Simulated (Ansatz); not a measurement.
# Work function of Ti(0001): what the settings cost and change, part 2 of 2

Aim: the work function of Ti(0001) across levels of theory at one geometry.

Ansatz 0.2.0; plane-wave DFT, PBE, Ansatz PAW (the session's first sound run).

So far, work function, upper face (eV): step 2 (slab, setting PBE, Ansatz PAW (420 eV)) 4.41; step 4 (PBEsol) 4.48; step 5 (RPBE) 4.30; step 6 (r2SCAN) 4.52; step 7 (PBE JTH) 4.41.

## 8. Run

This step: plane-wave DFT, PBE, norm-conserving (Ansatz 0.2.0).

Contents of input.yaml:

```yaml
crystal:
  lattice:
    - [2.95, 0.0, 0.0]
    - [1.475, 2.5547749412, 0.0]
    - [0.0, 0.0, 32.0538]
  atoms:
    - { symbol: Ti, position: [0.0, 0.0, 0.2807779421] }
    - { symbol: Ti, position: [0.6666666667, 0.6666666667, 0.3538519614] }
    - { symbol: Ti, position: [0.0, 0.0, 0.4269259807] }
    - { symbol: Ti, position: [0.6666666667, 0.6666666667, 0.5] }
    - { symbol: Ti, position: [0.0, 0.0, 0.5730740193] }
    - { symbol: Ti, position: [0.6666666667, 0.6666666667, 0.6461480386] }
    - { symbol: Ti, position: [0.0, 0.0, 0.7192220579] }
kpoints:
  mp_grid: { grid: [16, 16, 1] }
hamiltonian:
  xc: pbe
  pseudopotentials: { kind: nc }
scf:
  occupations: { method: fermi_dirac, width: 0.1 }
  convergence: { dr2_threshold: 1.0e-09 }
efield:
  axis: 3
  dipole_correction: true
  ramp_position: 0.97
  ramp_width: 0.06
output:
  write_potential: true
  write_density: true
  volumetric_format: npy
```

Started as:

```
> ansatz run input.yaml --threads 2 --pin off --max-ram 3072MiB --backend cpu --events-out ev --progress --plain --runs-dir out
```

Numbers of over 12 decimals in the logs are rounded to 6 here.

Output:

```text
[...]
Crystal: 7 atoms, lattice volume = 241.576 Å³
Basis set: ecut = 1155 eV, 21555 PW (Γ)
Bands: 51, of which v1, the nominal top of the filled ones, is band 42 counted from 1 (41 counted from 0)
Symmetry: 6 space group operations
k-points: 30 of 256 (time reversal used)
[...]
k-point 0: bands = [... 38 lower, 4.9324, 5.0745, 5.2575, 5.3202, 5.3286, 5.3286, 5.3491, 5.3491, ... 5 higher]
  k-point 1: bands = [... 38 lower, 4.8533, 4.9968, 5.0961, 5.2296, 5.2303, 5.2837, 5.3196, 5.3885, ... 5 higher]
  k-point 2: bands = [... 38 lower, 4.6201, 4.7512, 4.9154, 4.9823, 5.0143, 5.0966, 5.2304, 5.4035, ... 5 higher]
  k-point 29: bands = [... 38 lower, 3.6723, 3.9925, 4.0307, 4.4389, 4.5437, 4.6239, 4.7605, 4.7794, ... 5 higher]
[key lines of the parts left out:]
SCF converged after 15 iterations
Free energy (F): -11326.498499 eV
Fermi energy:    4.658594 eV
Dipole field:    D = 0.000001 V/Å  (p = 0.000002 e·Å, saw-weighted, corrected)
Work function:   Φ+ = 4.4120 eV   Φ− = 4.4121 eV
```

It took 7.6 min on 2 threads of Arm Neoverse N1, shared host; peak memory 1.9 GiB; 14 min of CPU time.

The work function is 4.412 eV, +0.003 eV from the run “PBE, Ansatz PAW (420 eV)”, at 7.5 times its CPU time.

## 9. Run

This step: plane-wave DFT, LDA, norm-conserving (Ansatz 0.2.0).

Changes to input.yaml since step 8:

```diff
@@ -16,3 +16,3 @@
 hamiltonian:
-  xc: pbe
+  xc: lda
   pseudopotentials: { kind: nc }
```

Output:

```text
[...]
Crystal: 7 atoms, lattice volume = 241.576 Å³
Basis set: ecut = 1142.878222 eV, 21147 PW (Γ)
Bands: 51, of which v1, the nominal top of the filled ones, is band 42 counted from 1 (41 counted from 0)
Symmetry: 6 space group operations
k-points: 30 of 256 (time reversal used)
[...]
k-point 0: bands = [... 38 lower, 4.7069, 4.8894, 5.0342, 5.0642, 5.0642, 5.0854, 5.0854, 5.1529, ... 5 higher]
  k-point 1: bands = [... 38 lower, 4.6478, 4.7702, 4.9170, 4.9715, 4.9896, 5.0231, 5.0660, 5.1244, ... 5 higher]
  k-point 2: bands = [... 38 lower, 4.4130, 4.5571, 4.6582, 4.7278, 4.7633, 4.8419, 4.9739, 5.1476, ... 5 higher]
  k-point 29: bands = [... 38 lower, 3.4431, 3.7667, 3.7929, 4.2330, 4.3192, 4.3980, 4.5288, 4.5448, ... 5 higher]
[key lines of the parts left out:]
SCF converged after 16 iterations
Free energy (F): -11301.740992 eV
Fermi energy:    4.423286 eV
Dipole field:    D = -0.000001 V/Å  (p = -0.000002 e·Å, saw-weighted, corrected)
Work function:   Φ+ = 4.5951 eV   Φ− = 4.5950 eV
```

It took 6.5 min on 2 threads; peak memory 1.8 GiB.

The work function is 4.595 eV, +0.186 eV from the run “PBE, Ansatz PAW (420 eV)”, at 6.5 times its CPU time.

## 10. Run, setting PBE, all layers relaxed

This step: plane-wave DFT, PBE, Ansatz PAW (Ansatz 0.2.0).

Changes to input.yaml since step 9:

```diff
@@ -16,4 +16,3 @@
 hamiltonian:
-  xc: lda
-  pseudopotentials: { kind: nc }
+  xc: pbe
 scf:
@@ -26,2 +25,5 @@
   ramp_width: 0.06
+relax:
+  f_tol: 0.01
+  max_steps: 40
 output:
```

Output:

```text
[...]
Crystal: 7 atoms, lattice volume = 241.576 Å³
Basis set: ecut = 420 eV, 4655 PW (Γ), exchange–correlation on 40×40×432 points (8 copies of the dense FFT grid, shifted against one another)
Bands: 51, of which v1, the nominal top of the filled ones, is band 42 counted from 1 (41 counted from 0)
Symmetry: 6 space group operations
[...]
- { symbol: Ti, position: [7.353330512472041e-18, 0, 0.286057] }
    - { symbol: Ti, position: [0.666667, 0.666667, 0.353617] }
    - { symbol: Ti, position: [1.496308264645553e-18, 0, 0.428000] }
    - { symbol: Ti, position: [0.666667, 0.666667, 0.500000] }
    - { symbol: Ti, position: [-1.496308941870651e-18, 0, 0.572000] }
    - { symbol: Ti, position: [0.666667, 0.666667, 0.646383] }
    - { symbol: Ti, position: [-7.353329185050294e-18, 0, 0.713943] }
[key lines of the parts left out:]
SCF converged after 10 iterations
Free energy (F): -17495.986200 eV
Fermi energy:    4.661690 eV
Dipole field:    D = -0.000000 V/Å  (p = -0.000000 e·Å, saw-weighted, corrected)
Work function:   Φ+ = 4.3724 eV   Φ− = 4.3724 eV
```

Run time: 3.1 min. Hardware: 2 threads; peak memory 0.59 GiB.

The relaxation took 4 steps and lowered the energy by 0.11 eV; the largest force on the free atoms ends at 0.0062 eV/Å.

The work function is 4.372 eV, -0.037 eV from the run “PBE, Ansatz PAW (420 eV)”, at 3.0 times its CPU time.

## 11. Comparing the runs

Times are for 2 threads of Arm Neoverse N1, shared host. The runs compared:

| no. | setting | work function, upper face (eV) | time | memory (GiB) |
| --- | --- | --- | --- | --- |
| 1 | PBE, Ansatz PAW (420 eV) | 4.409 | 63 s | 0.65 |
| 2 | LDA, Ansatz PAW (420 eV) | 4.593 | 63 s | 0.65 |
| 3 | PBEsol, Ansatz PAW (420 eV) | 4.481 | 62 s | 0.65 |
| 4 | RPBE, Ansatz PAW (420 eV) | 4.298 | 60 s | 0.65 |
| 5 | r2SCAN, Ansatz PAW (500 eV) | 4.519 | 2.1 min | 1.1 |
| 6 | PBE, JTH PAW (1230 eV) | 4.408 | 5.4 min | 2.3 |
| 7 | PBE, norm-conserving (1155 eV) | 4.412 | 7.6 min | 1.9 |
| 8 | LDA, norm-conserving (1143 eV) | 4.595 | 6.5 min | 1.8 |
| 9 | PBE, all layers relaxed | 4.372 | 3.1 min | 0.59 |

## 12. A changed input

An input spoilt on purpose, to show how the run answers: it repeats the earlier run “PBE, Ansatz PAW (420 eV)” with efield.axis from 3 to 0, and scf.max_iter set to 100; its output block differs too.

Changes to input.yaml since step 10:

```diff
@@ -20,4 +20,5 @@
   convergence: { dr2_threshold: 1.0e-09 }
+  max_iter: 100
 efield:
-  axis: 3
+  axis: 0
   dipole_correction: true
@@ -25,5 +26,2 @@
   ramp_width: 0.06
-relax:
-  f_tol: 0.01
-  max_steps: 40
 output:
```

Output:

```text
Error: invalid value for `efield.axis`: must be in [1, 3]; got 0
```

Elapsed: 0.03 s, on 2 threads; peak memory 0.09 GiB.

The program refused the input before any cycle.

The program's message: “Error: invalid value for `efield.axis`: must be in [1, 3]; got 0”

The fault put into the input: an axis of 0, outside the range 1 to 3.

## 13. Outcome

| Property | Result |
| --- | --- |
| work function, PBE, Ansatz PAW (420 eV) | 4.409 eV |
| work function, LDA, Ansatz PAW (420 eV) | 4.593 eV |
| work function, RPBE, Ansatz PAW (420 eV) | 4.298 eV |
| work function, r2SCAN, Ansatz PAW (500 eV) | 4.519 eV |
| work function, LDA, norm-conserving (1143 eV) | 4.595 eV |
| work function, PBE, all layers relaxed | 4.372 eV |

What this shows: PBE on the default files gives 4.41 eV, and the settings tried spread the value from 4.30 to 4.60 eV. At one geometry LDA lies 0.18 eV above PBE. The choice of pseudopotentials moves the PBE value by 0.004 eV. Relaxing the layers changes it by -0.037 eV. The ladder's slabs use the tabulated experimental lattice constant (two decimals; a low-temperature value for the alkali metals).

[Logs are printed without paths, hosts, clocks, repeated set-up lines and the standing remarks that a program may print on its own settings, such as how far it seeks lower states.]

[Hosts, paths, dates, database ids (printed as entryN), source tags and the programs' standing remarks are cut or masked in the printed files.]

[Maps of the electrostatic potential energy from Ansatz leave out the sawtooth potential of an applied field or a dipole correction, so their vacuum need not be flat; planar profiles and work functions include it.]
